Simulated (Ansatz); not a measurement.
## A hypothetical structure for BaHfSn3

Starting from a made-up structure for BaHfSn3, the aim is the relaxed cell, its shortest contacts and, where a second run follows, its electronic structure.

Calculated with Ansatz 0.2.0; DFT, PBE, plane-wave PAW, files of the set soft_1, scalar-relativistic, no spin, cell and ions relaxed at zero pressure; PAW set soft_1, in the first sound run; inputs show where later runs differ.

### Step 1. The structure

It takes space group I4mm (No. 107, tetragonal). The conventional cell has a = 5.073 Å, b = 5.073 Å, c = 11.101 Å, α = 90.00°, β = 90.00°, γ = 90.00°. Hf has 5 Sn at 2.65 to 2.75 Å and 5 Ba at 3.83 to 3.98 Å nearest. Nearest to Ba lie 12 Sn at 3.70 to 3.76 Å and 5 Hf at 3.83 to 3.98 Å. Sn has 1 Hf at 2.65 Å and 4 Sn at 3.14 Å and 4 Ba at 3.70 Å nearest. Sn has 2 Hf at 2.75 Å and 6 Sn at 3.14 to 3.59 Å and 4 Ba at 3.76 Å nearest. Farther neighbours are not listed.

Structure file:

```cif
data_structure
_symmetry_space_group_name_H-M 'P 1'
_symmetry_Int_Tables_number 1
_cell_length_a 6.6088
_cell_length_b 6.6088
_cell_length_c 6.6088
_cell_angle_alpha 134.860
_cell_angle_beta 134.860
_cell_angle_gamma 65.747
_cell_volume 142.84
loop_
_atom_site_label
_atom_site_type_symbol
_atom_site_fract_x
_atom_site_fract_y
_atom_site_fract_z
_atom_site_occupancy
Hf1 Hf 0.34370 0.34370 0.00000 1
Ba2 Ba 0.99910 0.99910 0.00000 1
Sn3 Sn 0.58250 0.58250 0.00000 1
Sn4 Sn 0.24880 0.74880 0.50000 1
Sn5 Sn 0.74880 0.24880 0.50000 1
```

### Step 2. Relaxing cell and atoms

The guessed cell has no reason to be at equilibrium. It is relaxed with the atoms, within the space group of the guess.

input.yaml reads:

```yaml
crystal:
  lattice:
    - [-2.5365, 2.5365, 5.5505]
    - [2.5365, -2.5365, 5.5505]
    - [2.5365, 2.5365, -5.5505]
  atoms:
    - { symbol: Hf, position: [0.3437, 0.3437, 0.0] }
    - { symbol: Ba, position: [0.9991, 0.9991, 0.0] }
    - { symbol: Sn, position: [0.5825, 0.5825, 0.0] }
    - { symbol: Sn, position: [0.2488, 0.7488, 0.5] }
    - { symbol: Sn, position: [0.7488, 0.2488, 0.5] }
kpoints:
  mp_grid: { grid: [8, 8, 8] }
scf:
  occupations: { method: fermi_dirac, width: 0.05 }
hamiltonian:
  xc: pbe
  pseudopotentials: { kind: paw, azcp: { folder: soft_1 } }
relax:
  f_tol: 0.015
  max_steps: 70
  cell: {}
output:
  forces: true
  stress: true
```

Started as:

```console
> ansatz run input.yaml --threads 4 --pin off --max-ram 8192MiB --backend cpu --events-out ev --progress --plain --runs-dir out
```

Numbers of over 12 decimals in the logs are rounded to 6 here.

The log of the run:

```text
Engine: ansatz 0.2.0, aarch64-unknown-linux-gnu
Pseudopotentials: kind: paw
Pseudopotential: Hf, paw, valence charge 26, recommended cutoff 420 eV (normal), soft_1/Hf.paw.azcp
Pseudopotential: Ba, paw, valence charge 10, recommended cutoff 420 eV (normal), soft_1/Ba.paw.azcp
Pseudopotential: Sn, paw, valence charge 14, recommended cutoff 420 eV (normal), soft_1/Sn.paw.azcp
Functional definition: PBE
  parameter kappa = 0.804
  parameter beta = 0.066725
  exchange = pbe_x(kappa = kappa, mu = beta*pi^2/3)
  correlation = pbe_c(beta = beta)
Crystal: 5 atoms, lattice volume = 142.844 Å³
Basis set: ecut = 420 eV, 2799 PW (Γ), exchange–correlation on 90×90×90 points (8 copies of the dense FFT grid, shifted against one another)
Bands: 47, of which v1, the nominal top of the filled ones, is band 39 counted from 1 (38 counted from 0)
Symmetry: 8 space group operations
Space group: I4mm (ITA 107), of the structure as read, at distance tolerance 5.2e-5 Å
k-points: 59 of 512 (time reversal used)
Non-local potential: Hf, projectors of the file, l = 0: 3, l = 1: 2, l = 2: 2, l = 3: 3
Non-local potential: Ba, projectors of the file, l = 0: 3, l = 1: 2, l = 2: 2, l = 3: 2
Non-local potential: Sn, projectors of the file, l = 0: 2, l = 1: 2, l = 2: 2, l = 3: 1
PAW form: soft (Blöchl's): semilocal exchange-correlation on the pseudo side does not see the compensation charge
PAW one-centre angular grid: Hf, 590 points (default); XC on 64 Gauss nodes
PAW one-centre angular grid: Ba, 194 points (default); XC on 64 Gauss nodes
PAW one-centre angular grid: Sn, 590 points (default); XC on 64 Gauss nodes
Initial density: superposition of atomic densities (chi_scale 0.1, normalization cell, long waves kept (reshape's long-wave potential 0.00 eV rms))
Initial wavefunctions: pseudopotential atomic-orbital guess
Functional: x = pbe(κ = 0.804, μ = 0.219515), c = pbe(β = 0.066725)
SCF iter   1: F=—  HF=-39749.783403 eV  |F-HF|=—  |Δ(HF+E_count)|=         —  Δρ=7.03e-2  dr2=2.81e1  ethr=3.10e-3  ⟨swp⟩=9.1  Hψ=12258  notcnv=0  defer=9
preconditioner: auto → Kerker (q_TF=auto, 2.467 Å⁻¹)  [metal: Δε(μ)=0.019 eV  Ē_g=15.473 eV  σ=0.050 eV  W_gap=0.09  n_scr=32 (ndim 8)  ℏωp=25.6 eV  f_vac=0.000  D(μ)=4.22/eV (n_scr^D=32)]
SCF iter   2: F=—  HF=-39746.466289 eV  |F-HF|=—  |Δ(HF+E_count)|=    3.32e0  Δρ=3.68e-2  dr2=7.88e0  ethr=3.10e-3  ⟨swp⟩=3.4  Hψ=6162  notcnv=0  defer=85
SCF iter   3: F=—  HF=-39745.179429 eV  |F-HF|=—  |Δ(HF+E_count)|=    1.29e0  Δρ=1.15e-2  dr2=5.26e-1  ethr=3.10e-3  ⟨swp⟩=3.8  Hψ=4729  notcnv=0  defer=85
SCF iter   4: F=—  HF=-39744.962284 eV  |F-HF|=—  |Δ(HF+E_count)|=   2.17e-1  Δρ=5.72e-3  dr2=7.78e-2  ethr=6.75e-4  ⟨swp⟩=3.3  Hψ=6205  notcnv=0  defer=83
SCF iter   5: F=—  HF=-39744.943022 eV  |F-HF|=—  |Δ(HF+E_count)|=   1.93e-2  Δρ=1.98e-3  dr2=1.10e-2  ethr=9.97e-5  ⟨swp⟩=3.3  Hψ=4263  notcnv=0  defer=84
SCF iter   6: F=—  HF=-39744.941163 eV  |F-HF|=—  |Δ(HF+E_count)|=   1.86e-3  Δρ=6.25e-4  dr2=1.39e-3  ethr=1.41e-5  ⟨swp⟩=2.0  Hψ=3637  notcnv=0  defer=84
SCF iter   7: F=—  HF=-39744.941031 eV  |F-HF|=—  |Δ(HF+E_count)|=   1.32e-4  Δρ=2.15e-4  dr2=1.60e-4  ethr=1.78e-6  ⟨swp⟩=2.0  Hψ=4994  notcnv=0  defer=84
SCF iter   8: F=—  HF=-39744.940989 eV  |F-HF|=—  |Δ(HF+E_count)|=   4.29e-5  Δρ=6.87e-5  dr2=1.13e-5  ethr=2.05e-7  ⟨swp⟩=2.0  Hψ=3822  notcnv=0  defer=84
SCF iter   9: F=—  HF=-39744.940930 eV  |F-HF|=—  |Δ(HF+E_count)|=   5.81e-5  Δρ=2.36e-5  dr2=1.54e-6  ethr=1.45e-8  ⟨swp⟩=2.0  Hψ=5069  notcnv=0  defer=84
SCF iter  10: F=—  HF=-39744.940930 eV  |F-HF|=—  |Δ(HF+E_count)|=   1.70e-7  Δρ=9.76e-6  dr2=2.80e-7  ethr=1.97e-9  ⟨swp⟩=2.0  Hψ=4719  notcnv=0  defer=84
SCF iter  11: F=-39744.940930 eV  HF=-39744.940930 eV  |F-HF|=2.32e-8  |Δ(HF+E_count)|=   3.05e-8  Δρ=4.21e-6  dr2=5.29e-8  ethr=1.28e-10  ⟨swp⟩=5.0  Hψ=10216  notcnv=0
SCF 1 converged in 11 iterations: F = -39744.940930 eV  dr2 = 5.29e-8
  greatest PAW one-centre occupation: 0.998 electrons in one spin orbital (limit 2), on the Hf atom at site 0 (counted from 0), in its partial waves of l = 0
relax step   1: F+E_penalty+E_count = -39744.94093020 eV  Δ(F+E_penalty+E_count) = +0.000e0 eV  max|allowed force component| = 1.523e0 eV/Å  Δτ_max = 0.0000 Å  P = +8.295 GPa  Ω = 142.844 Å³  (11 SCF iters, dr2 threshold 1.00e-7 eV, accepted)
Crystal: 5 atoms, lattice volume = 162.294 Å³
Basis set: ecut = 420 eV, 3155 PW (Γ), exchange–correlation on 90×90×90 points (8 copies of the dense FFT grid, shifted against one another)
Initial density: handed on by an earlier stage of this run
Initial wavefunctions: those handed on with the density
iter 1 solved again at ethr=2.06e-3 eV; its pass at ethr=3.10e-3 eV (dr2=1.61e0 eV) is discarded
SCF iter   1: F=—  HF=-39745.865628 eV  |F-HF|=—  |Δ(HF+E_count)|=         —  Δρ=1.49e-2  dr2=1.63e0  ethr=2.06e-3  ⟨swp⟩=1.1  Hψ=17255  notcnv=0
preconditioner: auto → Kerker (q_TF=auto, 2.415 Å⁻¹)  [metal: Δε(μ)=0.007 eV  Ē_g=16.134 eV  σ=0.050 eV  W_gap=0.04  n_scr=36 (ndim 8)  ℏωp=24.0 eV  f_vac=0.000  D(μ)=5.50/eV (n_scr^D=36)]
SCF iter   2: F=—  HF=-39745.629186 eV  |F-HF|=—  |Δ(HF+E_count)|=   2.36e-1  Δρ=7.04e-3  dr2=3.59e-1  ethr=2.06e-3  ⟨swp⟩=2.5  Hψ=3466  notcnv=0
SCF iter   3: F=—  HF=-39745.595734 eV  |F-HF|=—  |Δ(HF+E_count)|=   3.35e-2  Δρ=3.23e-3  dr2=2.85e-2  ethr=4.60e-4  ⟨swp⟩=3.8  Hψ=4778  notcnv=0  defer=18
SCF iter   4: F=—  HF=-39745.561970 eV  |F-HF|=—  |Δ(HF+E_count)|=   3.38e-2  Δρ=1.68e-3  dr2=1.54e-2  ethr=3.66e-5  ⟨swp⟩=2.3  Hψ=5767  notcnv=0  defer=38
SCF iter   5: F=—  HF=-39745.560903 eV  |F-HF|=—  |Δ(HF+E_count)|=   1.07e-3  Δρ=1.28e-3  dr2=7.88e-3  ethr=1.97e-5  ⟨swp⟩=2.1  Hψ=5410  notcnv=0  defer=38
SCF iter   6: F=—  HF=-39745.558138 eV  |F-HF|=—  |Δ(HF+E_count)|=   2.76e-3  Δρ=3.17e-4  dr2=6.00e-4  ethr=1.01e-5  ⟨swp⟩=2.0  Hψ=5035  notcnv=0  defer=38
SCF iter   7: F=—  HF=-39745.557854 eV  |F-HF|=—  |Δ(HF+E_count)|=   2.84e-4  Δρ=1.20e-4  dr2=4.23e-5  ethr=7.69e-7  ⟨swp⟩=2.0  Hψ=5063  notcnv=0  defer=38
SCF iter   8: F=—  HF=-39745.557763 eV  |F-HF|=—  |Δ(HF+E_count)|=   9.07e-5  Δρ=4.95e-5  dr2=3.89e-6  ethr=5.43e-8  ⟨swp⟩=2.0  Hψ=5092  notcnv=0  defer=42
SCF iter   9: F=—  HF=-39745.557766 eV  |F-HF|=—  |Δ(HF+E_count)|=   2.52e-6  Δρ=2.52e-5  dr2=2.83e-6  ethr=4.98e-9  ⟨swp⟩=2.0  Hψ=4820  notcnv=0  defer=42
SCF iter  10: F=-39745.557764 eV  HF=-39745.557764 eV  |F-HF|=3.96e-8  |Δ(HF+E_count)|=   1.48e-6  Δρ=5.93e-6  dr2=7.44e-8  ethr=6.41e-10  ⟨swp⟩=4.0  Hψ=13888  notcnv=0
SCF 2 converged in 10 iterations: F = -39745.557764 eV  dr2 = 7.44e-8
relax step   2: F+E_penalty+E_count = -39745.55776405 eV  Δ(F+E_penalty+E_count) = -6.168e-1 eV  max|allowed force component| = 3.016e-1 eV/Å  Δτ_max = 0.1544 Å  P = -0.052 GPa  Ω = 162.294 Å³  energy of the carried Pulay correction = -2.147e-3 eV  (10 SCF iters, dr2 threshold 5.00e-7 eV, accepted)
Crystal: 5 atoms, lattice volume = 162.977 Å³
Basis set: ecut = 420 eV, 3203 PW (Γ), exchange–correlation on 90×90×90 points (8 copies of the dense FFT grid, shifted against one another)
iter 1 solved again at ethr=7.20e-5 eV; its pass at ethr=3.10e-3 eV (dr2=5.62e-2 eV) is discarded
SCF iter   1: F=—  HF=-39745.616681 eV  |F-HF|=—  |Δ(HF+E_count)|=         —  Δρ=3.89e-3  dr2=5.61e-2  ethr=7.20e-5  ⟨swp⟩=2.5  Hψ=16302  notcnv=0
preconditioner: auto → Kerker (q_TF=auto, 2.413 Å⁻¹)  [metal: Δε(μ)=0.010 eV  Ē_g=15.955 eV  σ=0.050 eV  W_gap=0.05  n_scr=36 (ndim 8)  ℏωp=24.0 eV  f_vac=0.000  D(μ)=5.18/eV (n_scr^D=36)]
SCF iter   2: F=—  HF=-39745.608367 eV  |F-HF|=—  |Δ(HF+E_count)|=   8.31e-3  Δρ=1.96e-3  dr2=1.89e-2  ethr=7.20e-5  ⟨swp⟩=2.8  Hψ=3345  notcnv=0
SCF iter   3: F=—  HF=-39745.605249 eV  |F-HF|=—  |Δ(HF+E_count)|=   3.12e-3  Δρ=6.57e-4  dr2=1.29e-3  ethr=2.42e-5  ⟨swp⟩=3.0  Hψ=5857  notcnv=0
SCF iter   4: F=—  HF=-39745.604802 eV  |F-HF|=—  |Δ(HF+E_count)|=   4.47e-4  Δρ=4.38e-4  dr2=6.35e-4  ethr=1.66e-6  ⟨swp⟩=2.8  Hψ=5391  notcnv=0
SCF iter   5: F=—  HF=-39745.604590 eV  |F-HF|=—  |Δ(HF+E_count)|=   2.12e-4  Δρ=2.02e-4  dr2=1.81e-4  ethr=8.14e-7  ⟨swp⟩=2.0  Hψ=3847  notcnv=0
SCF iter   6: F=—  HF=-39745.604457 eV  |F-HF|=—  |Δ(HF+E_count)|=   1.34e-4  Δρ=5.82e-5  dr2=1.68e-5  ethr=2.32e-7  ⟨swp⟩=2.0  Hψ=5094  notcnv=0
SCF iter   7: F=—  HF=-39745.604453 eV  |F-HF|=—  |Δ(HF+E_count)|=   3.45e-6  Δρ=2.70e-5  dr2=1.83e-6  ethr=2.15e-8  ⟨swp⟩=2.0  Hψ=4920  notcnv=0
SCF iter   8: F=-39745.604453 eV  HF=-39745.604453 eV  |F-HF|=1.27e-8  |Δ(HF+E_count)|=   1.56e-7  Δρ=1.08e-5  dr2=2.73e-7  ethr=6.41e-10  ⟨swp⟩=6.0  Hψ=12779  notcnv=0
SCF 3 converged in 8 iterations: F = -39745.604453 eV  dr2 = 2.73e-7
relax step   3: F+E_penalty+E_count = -39745.60445305 eV  Δ(F+E_penalty+E_count) = -4.669e-2 eV  max|allowed force component| = 1.574e-1 eV/Å  Δτ_max = 0.0512 Å  P = -0.114 GPa  Ω = 162.977 Å³  energy of the carried Pulay correction = -2.217e-3 eV  (8 SCF iters, dr2 threshold 5.00e-7 eV, accepted)
[...]
relax step   4: F+E_penalty+E_count = -39745.63181360 eV  Δ(F+E_penalty+E_count) = -2.736e-2 eV  max|allowed force component| = 2.472e-1 eV/Å  Δτ_max = 0.0923 Å  P = -0.182 GPa  Ω = 162.998 Å³  energy of the carried Pulay correction = -2.220e-3 eV  (9 SCF iters, dr2 threshold 5.00e-7 eV, accepted)
[...]
relax step   5: F+E_penalty+E_count = -39745.64421677 eV  Δ(F+E_penalty+E_count) = -1.240e-2 eV  max|allowed force component| = 4.611e-2 eV/Å  Δτ_max = 0.0799 Å  P = -0.144 GPa  Ω = 162.624 Å³  energy of the carried Pulay correction = -2.181e-3 eV  (8 SCF iters, dr2 threshold 5.00e-7 eV, accepted)
[...]
relax step   6: F+E_penalty+E_count = -39745.64556549 eV  Δ(F+E_penalty+E_count) = -1.349e-3 eV  max|allowed force component| = 8.457e-3 eV/Å  Δτ_max = 0.0126 Å  P = +0.045 GPa  Ω = 161.875 Å³  energy of the carried Pulay correction = -2.104e-3 eV  (7 SCF iters, dr2 threshold 1.33e-7 eV, accepted)
[...]
relax step   7: F+E_penalty+E_count = -39745.64559832 eV  Δ(F+E_penalty+E_count) = -3.283e-5 eV  max|allowed force component| = 2.704e-3 eV/Å  Δτ_max = 0.0011 Å  P = +0.007 GPa  Ω = 161.990 Å³  energy of the carried Pulay correction = -2.115e-3 eV  (7 SCF iters, dr2 threshold 1.11e-8 eV, accepted)
Initial wavefunctions: pseudopotential atomic-orbital guess (no wavefunctions were taken with the density)
iter 1 solved again at ethr=1.73e-6 eV; its pass at ethr=3.10e-3 eV (dr2=1.35e-3 eV) is discarded
SCF iter   1: F=—  HF=-39745.646838 eV  |F-HF|=—  |Δ(HF+E_count)|=         —  Δρ=3.31e-4  dr2=6.95e-6  ethr=1.73e-6  ⟨swp⟩=3.0  Hψ=17643  notcnv=0
eigensolver tolerance schedule: the retry pair's looser diagonalisation over-reported the residual by 193.62 of it (diagonalisation noise at 0.12 of the residual, at the tolerance the schedule requests for it); recorded, not acted on — ethr = c·dr2/N_el stays at c = 1.0e-1
SCF iter   2: F=—  HF=-39745.647699 eV  |F-HF|=—  |Δ(HF+E_count)|=   8.61e-4  Δρ=1.68e-4  dr2=1.93e-6  ethr=8.91e-9  ⟨swp⟩=2.0  Hψ=5104  notcnv=0
SCF iter   3: F=—  HF=-39745.647954 eV  |F-HF|=—  |Δ(HF+E_count)|=   2.55e-4  Δρ=4.88e-5  dr2=4.26e-7  ethr=2.47e-9  ⟨swp⟩=2.0  Hψ=5094  notcnv=0
SCF iter   4: F=—  HF=-39745.647974 eV  |F-HF|=—  |Δ(HF+E_count)|=   2.08e-5  Δρ=6.82e-6  dr2=1.98e-8  ethr=5.46e-10  ⟨swp⟩=2.0  Hψ=5089  notcnv=0
SCF iter   5: F=—  HF=-39745.647974 eV  |F-HF|=—  |Δ(HF+E_count)|=   2.35e-7  Δρ=1.23e-6  dr2=1.78e-9  ethr=2.54e-11  ⟨swp⟩=2.0  Hψ=4975  notcnv=0
SCF iter   6: F=—  HF=-39745.647974 eV  |F-HF|=—  |Δ(HF+E_count)|=   3.32e-9  Δρ=2.23e-7  dr2=1.27e-10  ethr=2.28e-12  ⟨swp⟩=2.1  Hψ=5034  notcnv=0
SCF iter   7: F=-39745.647974 eV  HF=-39745.647974 eV  |F-HF|=0.00e0  |Δ(HF+E_count)|=  2.91e-11  Δρ=7.61e-8  dr2=2.21e-11  ethr=1.00e-12  ⟨swp⟩=4.9  Hψ=10093  notcnv=0
SCF 8 converged in 7 iterations: F = -39745.647974 eV  dr2 = 2.21e-11
relax step   8: F+E_penalty+E_count = -39745.64797449 eV  Δ(F+E_penalty+E_count) = -2.376e-3 eV  max|allowed force component| = 2.004e-3 eV/Å  Δτ_max = 0.0000 Å  P = +0.013 GPa  Ω = 161.990 Å³  stress off target by 1.89e-2 GPa  SCF on the basis re-selected at this cell (its energy is not comparable with the rows above)  (7 SCF iters)
basis re-selected at this cell: Δ(F+E_penalty+E_count) = -2.376e-3 eV, ΔP = +0.006 GPa vs the last step (what re-selecting the basis moved, of the pressure what is left beyond the Pulay correction that the steps carried, after the strain that the cell walked since its last selection, with what the two solves' SCF thresholds leave and, on support functions, any second-order correction that the steps lacked; it is no m [...]
SCF converged after 7 iterations
Free energy (F): -39745.647974 eV
Harris-Foulkes:  -39745.647974 eV  (|F-HF|=0.00e0)
Internal energy: -39745.611186 eV  (E = F + TS)
E sigma→0 (E₀):  -39745.629580 eV
Entropy (-TS):   -0.036789 eV (-7.358 meV/atom)
Fermi energy:    10.006528 eV
--- Per-component energies (eV) ---
  E_band       = -538.618252
  E_kinetic    = 1068.651342
  E_local      = -12729.030488  (includes V_loc(G=0)·N_el)
  E_nonlocal   = 585.491826
  E_hartree    = 6113.055189
  E_xc         = -839.899392
  E_vxc        = -620.588753  (∫ρ·V_xc dr)
  E_paw        = -25999.427560  (= ΣΔE_a)
  E_vpaw       = -1069.253609  (= ΣTr[D̂ρ^β])
  E_aug_tail   = 0.000968  (compensation charges beyond the density's cutoff)
  E_ewald      = -7944.453070
  E_smearing   = -0.036789  (= −TS)
  E_closure    = 0.000000  (closes the sum)
  Σ components = -39745.647974   (vs F -39745.647974, Δ=0.00e0)
--- Forces (eV/Å), atoms counted from 1 ---
  atom   1  Hf    -0.00000000    -0.00000000     0.00200395
  atom   2  Ba     0.00000000     0.00000000    -0.00030817
  atom   3  Sn     0.00000000     0.00000000     0.00038965
  atom   4  Sn    -0.00000000    -0.00000000    -0.00104353
  atom   5  Sn    -0.00000000     0.00000000    -0.00104353
  max |Σ_I F_I| component: 1.63e-6 eV/Å
--- Stress (GPa, compression-positive) ---
        0.018912       0.000000      -0.000000
        0.000000       0.018912      -0.000000
       -0.000000       0.000000      -0.000056
  P = ⅓ Tr σ = 0.0126 GPa (0.126 kbar)
--- Relaxed structure (7 steps of the walk, 7 accepted, 1 SCFs on fresh bases) ---
  F+E_penalty+E_count = -39745.64797449 eV   max|allowed force component| = 2.004e-3 eV/Å   (the final SCF, on the basis selected at the relaxed cell)
  cell:  # Å, volume = 161.9896 Å³
    - [-2.747723, 2.747723, 5.363907]
    - [2.747723, -2.747723, 5.363907]
    - [2.747723, 2.747723, -5.363907]
  atoms:
    - { symbol: Hf, position: [0.332903, 0.332903, 0] }
    - { symbol: Ba, position: [0.997802, 0.997802, 0] }
    - { symbol: Sn, position: [0.606355, 0.606355, 0] }
    - { symbol: Sn, position: [0.242920, 0.742920, 0.5] }
    - { symbol: Sn, position: [0.742920, 0.242920, 0.5] }
```

Elapsed: 67 s, on 4 threads of Arm Neoverse V2, shared host; peak memory 0.71 GiB; 4.4 min of CPU time.

Step by step:

```csv
step,energy less that of the first step (eV),largest force component (eV/Å),pressure (GPa),volume (Å³)
1,0.0000,1.5230,8.30,142.84
2,-0.6168,0.3016,-0.05,162.29
3,-0.6635,0.1574,-0.11,162.98
4,-0.6909,0.2472,-0.18,163.00
5,-0.7033,0.0461,-0.14,162.62
6,-0.7046,0.0085,0.05,161.88
7,-0.7047,0.0027,0.01,161.99
8*,-0.7070,0.0020,0.01,161.99
```

Relaxation steps marked * repeat the geometry before them on a plane-wave basis chosen anew for their cell, so energy and pressure can jump there.

Forces are held to the 8 operations that the run works with; a distortion that breaks them can't arise in this run.

```csv
"conventional cell, symmetrised",before,after,change
a (Å),5.073,5.495,+8.3 %
b (Å),5.073,5.495,+8.3 %
c (Å),11.101,10.728,-3.4 %
volume (Å³/atom),28.57,32.40,+13.4 %
```

The atoms that moved most (Å, as changes of fractional coordinates times the final cell):

```csv
atom,dx,dy,dz,length
Sn3,0.000,0.000,0.256,0.256
Hf1,0.000,0.000,-0.116,0.116
Sn4,0.000,0.000,-0.063,0.063
Sn5,0.000,0.000,-0.063,0.063
Ba2,0.000,0.000,-0.014,0.014
```

Final coordinates:

```xyz
5
Lattice="-2.7477 2.7477 5.3639 2.7477 -2.7477 5.3639 2.7477 2.7477 -5.3639" Properties=species:S:1:pos:R:3 pbc="T T T"
Hf    0.0000    0.0000    3.5713
Ba    0.0000    0.0000   10.7042
Sn    0.0000    0.0000    6.5049
Sn    2.7477    0.0000    2.6060
Sn    0.0000    2.7477    2.6060
```

Numbers from this step:

| Quantity | Value |
| --- | --- |
| free energy | -39745.6480 eV |
| energy at zero smearing | -39745.6296 eV |
| smearing term TS | 0.03679 eV |
| Fermi energy | 10.01 eV |
| electrons | 78 |
| symmetry operations | 8 |
| pressure | 0.01259 GPa |

Shortest distances by pair of elements, guess and relaxed (not always the same contact):

```csv
pair,guess (Å),relaxed (Å)
Hf–Sn,2.651,2.912
Sn–Sn,3.137,3.114
Ba–Hf,3.825,3.595
Ba–Sn,3.705,3.803
Hf–Hf,5.073,5.495
```

The relaxation ends with a largest force component of 0.0020 eV/Å and a pressure of 0.01 GPa.

(Part 1 of 2 ends here.)

[Logs are printed without paths, hosts, clocks, repeated set-up lines and the standing remarks that a program may print on its own settings, such as how far it seeks lower states.]

[Hosts, paths, dates, database ids (printed as entryN), source tags and the programs' standing remarks are cut or masked in the printed files.]
